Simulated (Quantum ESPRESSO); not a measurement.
# Ni(111), 5 layers against a metal electrode, stepped through the charge of the slab, part 4 of 5

Wanted: a table for Ni(111), 5 layers against a metal electrode against the charge of the slab, and what can be fitted to it.

Quantum ESPRESSO 7.5; plane-wave DFT, PBE, GBRV ultrasoft pseudopotentials.

So far. Step 3 (Relaxation with pw.x of the reference):  On the free atoms the largest force ends at 0.017 eV/Å. Step 4 (Ground state, 0 ×10¹³ e/cm², with startingpot = atomic): From atomic densities this run did not converge under open boundaries; a start from the density of a periodic run is one way round.

**6. Self-consistent run, 0 ×10¹³ e/cm²**

The run with open boundaries is repeated, now from the density of the periodic run.

A run under open boundaries on these atoms gives the vacuum levels.

m2.esm.in reads:

```
&control
  prefix = 'm2.esm'
  outdir = './out'
  pseudo_dir = './pseudo'
  calculation = 'scf'
  tprnfor = .true.
/
&system
  ibrav = 0
  nat = 5
  ntyp = 1
  ecutwfc = 40
  ecutrho = 200
  occupations = 'smearing'
  smearing = 'mv'
  degauss = 0.02
  assume_isolated = 'esm'
  esm_bc = 'bc3'
  tot_charge = 0.0
  nspin = 2
  starting_magnetization(1) = 0.12
/
&electrons
  conv_thr = 1e-08
  mixing_beta = 0.25
  electron_maxstep = 160
  mixing_mode = 'local-TF'
  mixing_ndim = 12
  startingpot = 'file'
/
ATOMIC_SPECIES
  Ni  58.6934  ni_pbe_v1.4.uspp.F.UPF
CELL_PARAMETERS angstrom
  2.48729573353646 0.00000000000000 0.00000000000000
  1.24364786676823 2.15406129196723 0.00000000000000
  0.00000000000000 0.00000000000000 23.11310748511821
ATOMIC_POSITIONS crystal
  Ni  0.666666666700 0.666666666700 -0.109555738158
  Ni  0.000000000000 0.000000000000 -0.022998633858
  Ni  0.333333333300 0.333333333300 0.064898240142
  Ni  0.666666666700 0.666666666700 0.152795114142
  Ni  0.000000000000 0.000000000000 0.239352218442
K_POINTS automatic
  12 12 1 0 0 0
```

Started as:

```bash
cp -r out/m2.esm.pre.save out/m2.esm.save
OMP_NUM_THREADS=1 mpirun -n 4 pw.x -nk 4 -in m2.esm.in > m2.esm.out
```

The program printed:

```text
[banner, memory and clock lines left out]
Program PWSCF v.7.5 starts
[citation notice left out]

[...]
Message from routine setup:
[...]
bravais-lattice index     =            0
     lattice parameter (alat)  =       4.7003  a.u.
     unit-cell volume          =     835.6808 (a.u.)^3
     number of atoms/cell      =            5
     number of atomic types    =            1
     number of electrons       =        90.00
     number of Kohn-Sham states=           54
     kinetic-energy cutoff     =      40.0000  Ry
     charge density cutoff     =     200.0000  Ry
     scf convergence threshold =      1.0E-08
     mixing beta               =       0.2500
     number of iterations used =           12  local-TF  mixing
     Exchange-correlation=  SLA  PW   PBX  PBC
                           (   1   4   3   4   0   0   0)

     Effective Screening Medium Method
     Boundary Conditions: Vacuum-Slab-Metal
     total charge in unit cell        =   0.0000
     grid points for fit at edges     =        4

[...]
PseudoPot. # 1 for Ni read from file:
     ./pseudo/ni_pbe_v1.4.uspp.F.UPF
     Pseudo is Ultrasoft + core correction, Zval = 18.0
     Generated by new atomic code, or converted to UPF format
     Using radial grid of  865 points,  6 beta functions with:
                l(1) =   0
                l(2) =   0
                l(3) =   1
                l(4) =   1
                l(5) =   2
                l(6) =   2
     Q(r) pseudized with 10 coefficients,  rinner =    0.980   0.980   0.980
                                                       0.980   0.980

     atomic species   valence    mass     pseudopotential
     Ni               18.00    58.69340     Ni( 1.00)

     Starting magnetic structure
     atomic species   magnetization
     Ni              0.120

      6 Sym. Ops. (no inversion) found

[...]
number of k points=    19  Marzari-Vanderbilt smearing, width (Ry)=  0.0200
[...]
Dense  grid:    39965 G-vectors     FFT dimensions: (  24,  24, 200)

     Smooth grid:    28603 G-vectors     FFT dimensions: (  20,  20, 180)

     Check: negative core charge=   -0.000016
     Generating pointlists ...
     new r_m :   0.4084 (alat units)  1.9197 (a.u.) for type    1

     The initial density is read from file :
     ./out/m2.esm.save/charge-density

     negative rho (up, down):  2.308E-04 2.860E-04
     Starting wfcs are   65 randomized atomic wfcs

     per-process dynamical memory:    73.7 Mb

     Self-consistent Calculation

     iteration #  1     ecut=    40.00 Ry     beta= 0.25
     Davidson diagonalization with overlap
     c_bands:  4 eigenvalues not converged
     c_bands:  5 eigenvalues not converged
     c_bands:  5 eigenvalues not converged
     c_bands:  5 eigenvalues not converged
     c_bands:  5 eigenvalues not converged
     c_bands:  5 eigenvalues not converged
     c_bands:  4 eigenvalues not converged
     c_bands:  5 eigenvalues not converged
     c_bands:  3 eigenvalues not converged
     c_bands:  5 eigenvalues not converged
     ethr =  1.00E-05,  avg # of iterations = 28.8

     negative rho (up, down):  2.298E-04 2.857E-04

     total energy              =   -1716.29276228 Ry
     estimated scf accuracy    <       0.04349102 Ry

     total magnetization       =     3.58 Bohr mag/cell
     absolute magnetization    =     4.14 Bohr mag/cell

     iteration #  2     ecut=    40.00 Ry     beta= 0.25
[...]
c_bands:  2 eigenvalues not converged
     c_bands:  1 eigenvalues not converged
     c_bands:  1 eigenvalues not converged
     c_bands:  2 eigenvalues not converged
     c_bands:  2 eigenvalues not converged
[...]
negative rho (up, down):  2.302E-04 2.863E-04

[...]
total energy              =   -1716.29314421 Ry
     estimated scf accuracy    <       0.05884856 Ry

     total magnetization       =     3.58 Bohr mag/cell
     absolute magnetization    =     4.14 Bohr mag/cell

     iteration #  3     ecut=    40.00 Ry     beta= 0.25
[...]
negative rho (up, down):  2.308E-04 2.869E-04

[...]
total energy              =   -1716.29359725 Ry
     estimated scf accuracy    <       0.00167275 Ry

     total magnetization       =     3.58 Bohr mag/cell
     absolute magnetization    =     4.14 Bohr mag/cell

     iteration #  4     ecut=    40.00 Ry     beta= 0.25
[...]
c_bands:  2 eigenvalues not converged
[...]
negative rho (up, down):  2.369E-04 2.926E-04

[...]
total energy              =   -1716.29373771 Ry
     estimated scf accuracy    <       0.00121007 Ry

     total magnetization       =     3.58 Bohr mag/cell
     absolute magnetization    =     4.14 Bohr mag/cell

     iteration #  5     ecut=    40.00 Ry     beta= 0.25
[...]
c_bands:  1 eigenvalues not converged
[...]
negative rho (up, down):  2.381E-04 2.937E-04

[...]
total energy              =   -1716.29377500 Ry
     estimated scf accuracy    <       0.00042634 Ry

     total magnetization       =     3.57 Bohr mag/cell
     absolute magnetization    =     4.14 Bohr mag/cell

     iteration #  6     ecut=    40.00 Ry     beta= 0.25
[...]
negative rho (up, down):  2.378E-04 2.934E-04

[...]
total energy              =   -1716.29378649 Ry
     estimated scf accuracy    <       0.00000922 Ry

     total magnetization       =     3.57 Bohr mag/cell
     absolute magnetization    =     4.14 Bohr mag/cell

[...]
iteration # 16     ecut=    40.00 Ry     beta= 0.25
[...]
negative rho (up, down):  2.399E-04 2.950E-04

[...]
total energy              =   -1716.29357161 Ry
     estimated scf accuracy    <       0.00000008 Ry

     total magnetization       =     3.57 Bohr mag/cell
     absolute magnetization    =     4.14 Bohr mag/cell

     iteration # 17     ecut=    40.00 Ry     beta= 0.25
[...]
negative rho (up, down):  2.369E-04 2.921E-04

[...]
total energy              =   -1716.29357122 Ry
     estimated scf accuracy    <       0.00000003 Ry

     total magnetization       =     3.57 Bohr mag/cell
     absolute magnetization    =     4.14 Bohr mag/cell

     iteration # 18     ecut=    40.00 Ry     beta= 0.25
[...]
negative rho (up, down):  2.355E-04 2.908E-04

[...]
total energy              =   -1716.29357119 Ry
     estimated scf accuracy    <       0.00000001 Ry

     total magnetization       =     3.57 Bohr mag/cell
     absolute magnetization    =     4.14 Bohr mag/cell

     iteration # 19     ecut=    40.00 Ry     beta= 0.25
[...]
negative rho (up, down):  2.308E-04 2.862E-04

     Magnetic moment per site  (integrated on atomic sphere of radius R)
     atom   1 (R=0.408)  charge= 16.5768  magn=  0.7718
     atom   2 (R=0.408)  charge= 16.6459  magn=  0.7713
     atom   3 (R=0.408)  charge= 16.6430  magn=  0.7282
     atom   4 (R=0.408)  charge= 16.6458  magn=  0.7714
     atom   5 (R=0.408)  charge= 16.5769  magn=  0.7718

[...]
End of self-consistent calculation

 ------ SPIN UP ------------

          k = 0.0000 0.0000 0.0000 (  3579 PWs)   bands (ev):

  -108.9101-108.9074-108.8558-108.6359-108.6359 -69.3601 -69.3008 -69.2062
   -69.1928 -69.1928 -69.1908 -69.1908 -69.1285 -69.1285 -68.9846 -68.9846
   -68.9845 -68.9845 -68.8914 -68.8912 -13.8950 -12.9696 -11.5931 -10.3928
   -10.0190  -7.7630  -7.6862  -7.5631  -7.5631  -7.4970  -7.4957  -7.4957
    -7.4566  -7.4566  -7.2736  -7.2736  -7.2290  -7.2290  -7.1204  -6.4568
    -6.4568  -6.4214  -6.4214  -6.1796  -6.1796  -5.8876  -5.8876  -5.7674
    -5.7674  -5.5315  -4.8695  -0.5775  -0.1276   0.5632

          k = 0.0000 0.0962 0.0000 (  3587 PWs)   bands (ev):

  -108.9085-108.9059-108.8545-108.6345-108.6345 -69.3567 -69.2999 -69.2141
   -69.2038 -69.1958 -69.1949 -69.1937 -69.1389 -69.1310 -68.9954 -68.9953
   -68.9873 -68.9873 -68.8904 -68.8901 -13.6557 -12.7391 -11.3771 -10.1968
    -9.8538  -7.8955  -7.8062  -7.6312  -7.5945  -7.5175  -7.4824  -7.4542
    -7.4168  -7.3618  -7.2986  -7.2731  -7.2245  -7.1951  -7.1344  -6.5636
    -6.5491  -6.3901  -6.3895  -6.3491  -6.2284  -6.1737  -5.8867  -5.8545
    -5.7628  -4.8711  -4.1074  -0.3630   0.1001   0.7491

[...]
the Fermi energy is    -5.0383 ev

!    total energy              =   -1716.29358036 Ry
     estimated scf accuracy    <          9.4E-09 Ry
     smearing contrib. (-TS)   =      -0.00016531 Ry
     internal energy E=F+TS    =   -1716.29341505 Ry

     The total energy is F=E-TS. E is the sum of the following terms:
     one-electron contribution = -169853.31614391 Ry
     hartree contribution      =   84909.12660353 Ry
     xc contribution           =    -177.70036201 Ry
     ewald contribution        =   83405.59648734 Ry

     total magnetization       =     3.57 Bohr mag/cell
     absolute magnetization    =     4.14 Bohr mag/cell

     convergence has been achieved in  19 iterations

     negative rho (up, down):  2.308E-04 2.862E-04

     Forces acting on atoms (cartesian axes, Ry/au):

     atom    1 type  1   force =     0.00000000    0.00000000   -0.00008113
     atom    2 type  1   force =     0.00000000    0.00000000    0.00077906
     atom    3 type  1   force =     0.00000000    0.00000000    0.00024592
     atom    4 type  1   force =     0.00000000    0.00000000   -0.00034570
     atom    5 type  1   force =     0.00000000    0.00000000    0.00033067

     Total force =     0.000950     Total SCF correction =     0.001216
     SCF correction compared to forces is large: reduce conv_thr to get better values

[...]
```

Run time: 82 s. Hardware: 4 MPI ranks of Arm Neoverse V1, shared host; peak memory 0.6 GiB.

This step gave:

```
Fermi energy                                                   : -5.038 eV
site moments                                                   : 0.7718, 0.7713, 0.7282, 0.7714, 0.7718 μB
vacuum line at the lower end of the cell, over the Fermi level : 5.048 eV
slope of the potential above                                   : 1.95e-4 eV/Å
vacuum line at the upper end of the cell, over the Fermi level : 5.038 eV
```

The potential energy, planar mean oscillates, so the rows of the table below give means over windows of 1.97 Å about each position, cut where the curve ends. Its maxima inside the range that stand out by 2 % of the span (Å: eV): -1.5: -0.572, 0.5: -0.389, 2.5: -0.397, 4.5: -0.569. Its minima: -2.5: -25.4, -0.6: -25.3, 1.5: -25.5, 3.6: -25.3, 5.5: -25.4.

Electrostatic potential energy of an electron; zero at the Fermi level. Potential energy, planar mean against z; means over each step:

| z (Å) | potential energy, planar mean (eV) |
| --- | --- |
| -10.58 | 5.05 |
| -8.61 | 5.05 |
| -6.63 | 5.04 |
| -4.66 | 4.58 |
| -2.69 | -10.8 |
| -0.72 | -11.4 |
| 1.25 | -11.3 |
| 3.22 | -11.3 |
| 5.19 | -11.2 |
| 7.16 | 3.25 |
| 9.13 | 5.03 |
| 11.10 | 5.04 |

Inside the slab this potential holds the local part of the pseudopotentials, which can be repulsive at the nuclei; only its value in the vacuum has a meaning of its own.

**7. SCF with pw.x, 1 ×10¹³ e/cm²**

m3.esm.in is the input of step 6 with these lines changed:

```diff
@@ -1,3 +1,3 @@
 &control
-  prefix = 'm2.esm'
+  prefix = 'm3.esm'
   outdir = './out'
@@ -18,3 +18,3 @@
   esm_bc = 'bc3'
-  tot_charge = 0.0
+  tot_charge = 0.00537
   nspin = 2
```

Started as:

```bash
cp -r out/m2.esm.save out/m3.esm.save
OMP_NUM_THREADS=1 mpirun -n 4 pw.x -nk 4 -in m3.esm.in > m3.esm.out
```

The program printed:

```text
[banner, memory and clock lines left out]
Program PWSCF v.7.5 starts
[...]
Message from routine setup:
[...]
number of electrons       =        89.99
     number of Kohn-Sham states=           54
     kinetic-energy cutoff     =      40.0000  Ry
     charge density cutoff     =     200.0000  Ry
[...]
number of k points=    19  Marzari-Vanderbilt smearing, width (Ry)=  0.0200
[...]
Dense  grid:    39965 G-vectors     FFT dimensions: (  24,  24, 200)
[...]
The initial density is read from file :
[...]
negative rho (up, down):  2.308E-04 2.862E-04
     Starting wfcs are   65 randomized atomic wfcs
[...]
negative rho (up, down):  2.216E-04 2.615E-04
[...]
estimated scf accuracy    <       4.86648584 Ry
     total magnetization       =     3.59 Bohr mag/cell
     absolute magnetization    =     4.15 Bohr mag/cell
[...]
negative rho (up, down):  2.244E-04 2.637E-04
[...]
estimated scf accuracy    <       4.20799161 Ry
     total magnetization       =     3.59 Bohr mag/cell
     absolute magnetization    =     4.15 Bohr mag/cell
[...]
negative rho (up, down):  2.356E-04 2.660E-04
[...]
estimated scf accuracy    <       0.13201631 Ry
     total magnetization       =     3.57 Bohr mag/cell
     absolute magnetization    =     4.13 Bohr mag/cell
[...]
negative rho (up, down):  3.227E-04 3.322E-04
[...]
estimated scf accuracy    <       0.10667446 Ry
     total magnetization       =     3.57 Bohr mag/cell
     absolute magnetization    =     4.13 Bohr mag/cell
[...]
negative rho (up, down):  3.204E-04 3.283E-04
[...]
estimated scf accuracy    <       0.02075177 Ry
     total magnetization       =     3.58 Bohr mag/cell
     absolute magnetization    =     4.14 Bohr mag/cell
[...]
negative rho (up, down):  2.764E-04 2.903E-04
[...]
estimated scf accuracy    <       0.01010223 Ry
     total magnetization       =     3.58 Bohr mag/cell
     absolute magnetization    =     4.14 Bohr mag/cell
[...]
negative rho (up, down):  1.875E-04 2.142E-04
[...]
estimated scf accuracy    <       0.01336329 Ry
     total magnetization       =     3.58 Bohr mag/cell
     absolute magnetization    =     4.14 Bohr mag/cell
[...]
negative rho (up, down):  9.360E-05 1.306E-04
[...]
estimated scf accuracy    <       0.00820063 Ry
     total magnetization       =     3.58 Bohr mag/cell
     absolute magnetization    =     4.14 Bohr mag/cell
[...]
negative rho (up, down):  8.356E-05 1.193E-04
[...]
estimated scf accuracy    <       0.00130901 Ry
     total magnetization       =     3.58 Bohr mag/cell
     absolute magnetization    =     4.14 Bohr mag/cell
[...]
negative rho (up, down):  5.388E-05 8.888E-05
[...]
estimated scf accuracy    <       0.00096966 Ry
     total magnetization       =     3.58 Bohr mag/cell
     absolute magnetization    =     4.14 Bohr mag/cell
[...]
negative rho (up, down):  4.309E-05 7.720E-05
[...]
estimated scf accuracy    <       0.00047567 Ry
     total magnetization       =     3.58 Bohr mag/cell
     absolute magnetization    =     4.14 Bohr mag/cell
[...]
negative rho (up, down):  5.224E-05 8.868E-05
[...]
estimated scf accuracy    <       0.00035379 Ry
     total magnetization       =     3.58 Bohr mag/cell
     absolute magnetization    =     4.14 Bohr mag/cell
[...]
negative rho (up, down):  5.743E-05 9.558E-05
[...]
estimated scf accuracy    <       0.00008547 Ry
     total magnetization       =     3.58 Bohr mag/cell
     absolute magnetization    =     4.14 Bohr mag/cell
[...]
negative rho (up, down):  5.792E-05 9.661E-05
[...]
estimated scf accuracy    <       0.00016444 Ry
     total magnetization       =     3.58 Bohr mag/cell
     absolute magnetization    =     4.14 Bohr mag/cell
[...]
negative rho (up, down):  8.803E-05 1.353E-04
[...]
estimated scf accuracy    <       0.00015208 Ry
     total magnetization       =     3.58 Bohr mag/cell
     absolute magnetization    =     4.14 Bohr mag/cell
[...]
negative rho (up, down):  1.160E-04 1.672E-04
[...]
estimated scf accuracy    <       0.00008061 Ry
     total magnetization       =     3.58 Bohr mag/cell
     absolute magnetization    =     4.14 Bohr mag/cell
[...]
negative rho (up, down):  1.168E-04 1.684E-04
[...]
estimated scf accuracy    <       0.00014939 Ry
     total magnetization       =     3.58 Bohr mag/cell
     absolute magnetization    =     4.14 Bohr mag/cell
[...]
negative rho (up, down):  1.394E-04 1.939E-04
[...]
estimated scf accuracy    <       0.00014199 Ry
     total magnetization       =     3.58 Bohr mag/cell
     absolute magnetization    =     4.14 Bohr mag/cell
[...]
negative rho (up, down):  1.519E-04 2.076E-04
[...]
estimated scf accuracy    <       0.00006157 Ry
     total magnetization       =     3.58 Bohr mag/cell
     absolute magnetization    =     4.14 Bohr mag/cell
[...]
negative rho (up, down):  1.759E-04 2.328E-04
[...]
estimated scf accuracy    <       0.00002010 Ry
     total magnetization       =     3.58 Bohr mag/cell
     absolute magnetization    =     4.14 Bohr mag/cell
[...]
negative rho (up, down):  2.039E-04 2.610E-04
[...]
estimated scf accuracy    <       0.00000762 Ry
     total magnetization       =     3.58 Bohr mag/cell
     absolute magnetization    =     4.14 Bohr mag/cell
[...]
negative rho (up, down):  2.104E-04 2.675E-04
[...]
estimated scf accuracy    <       0.00000049 Ry
     total magnetization       =     3.58 Bohr mag/cell
     absolute magnetization    =     4.14 Bohr mag/cell
[...]
negative rho (up, down):  2.130E-04 2.701E-04
[...]
estimated scf accuracy    <       0.00000058 Ry
     total magnetization       =     3.58 Bohr mag/cell
     absolute magnetization    =     4.14 Bohr mag/cell
[...]
negative rho (up, down):  2.153E-04 2.726E-04
[...]
estimated scf accuracy    <       0.00000015 Ry
     total magnetization       =     3.58 Bohr mag/cell
     absolute magnetization    =     4.14 Bohr mag/cell
[...]
negative rho (up, down):  2.281E-04 2.854E-04
[...]
estimated scf accuracy    <       0.00000150 Ry
     total magnetization       =     3.58 Bohr mag/cell
     absolute magnetization    =     4.14 Bohr mag/cell
[...]
negative rho (up, down):  2.296E-04 2.868E-04
[...]
estimated scf accuracy    <       0.00000014 Ry
     total magnetization       =     3.58 Bohr mag/cell
     absolute magnetization    =     4.14 Bohr mag/cell
[...]
negative rho (up, down):  2.308E-04 2.880E-04
[...]
estimated scf accuracy    <       0.00000001 Ry
     total magnetization       =     3.58 Bohr mag/cell
     absolute magnetization    =     4.14 Bohr mag/cell
[...]
negative rho (up, down):  2.311E-04 2.883E-04
[...]
estimated scf accuracy    <       0.00000002 Ry
     total magnetization       =     3.58 Bohr mag/cell
     absolute magnetization    =     4.14 Bohr mag/cell
[...]
negative rho (up, down):  2.344E-04 2.916E-04
[...]
the Fermi energy is    -5.8443 ev
!    total energy              =   -1716.29140165 Ry
     estimated scf accuracy    <          4.7E-09 Ry
     smearing contrib. (-TS)   =      -0.00015970 Ry
     internal energy E=F+TS    =   -1716.29124195 Ry
[...]
one-electron contribution = -169847.98976773 Ry
     hartree contribution      =   84903.80059978 Ry
     xc contribution           =    -177.69856133 Ry
     ewald contribution        =   83405.59648734 Ry
     total magnetization       =     3.58 Bohr mag/cell
     absolute magnetization    =     4.14 Bohr mag/cell
     convergence has been achieved in  29 iterations
     negative rho (up, down):  2.344E-04 2.916E-04
[...]
Total force =     0.000994     Total SCF correction =     0.000837
[...]
```

It took 1.8 min on 4 MPI ranks; peak memory 0.6 GiB.

Read from the output:

* Fermi energy: -5.844 eV
* magnetization: 3.58 μB
* site moments: 0.772, 0.7715, 0.7283, 0.7721, 0.7736 μB
* vacuum line at the lower end of the cell, over the Fermi level: 5.047 eV
* slope of the potential above: 0.1815 eV/Å
* vacuum line at the upper end of the cell, over the Fermi level: 5.844 eV

Inside the slab this potential holds the local part of the pseudopotentials, which can be repulsive at the nuclei; only its value in the vacuum has a meaning of its own.

[end of part 4 of 5]

[Logs are printed without paths, hosts, clocks, repeated set-up lines and the standing remarks that a program may print on its own settings, such as how far it seeks lower states.]

[Hosts, paths, dates, database ids (printed as entryN), source tags and the programs' standing remarks are cut or masked in the printed files.]

[Maps of the electrostatic potential energy from Ansatz leave out the sawtooth potential of an applied field or a dipole correction, so their vacuum need not be flat; planar profiles and work functions include it.]
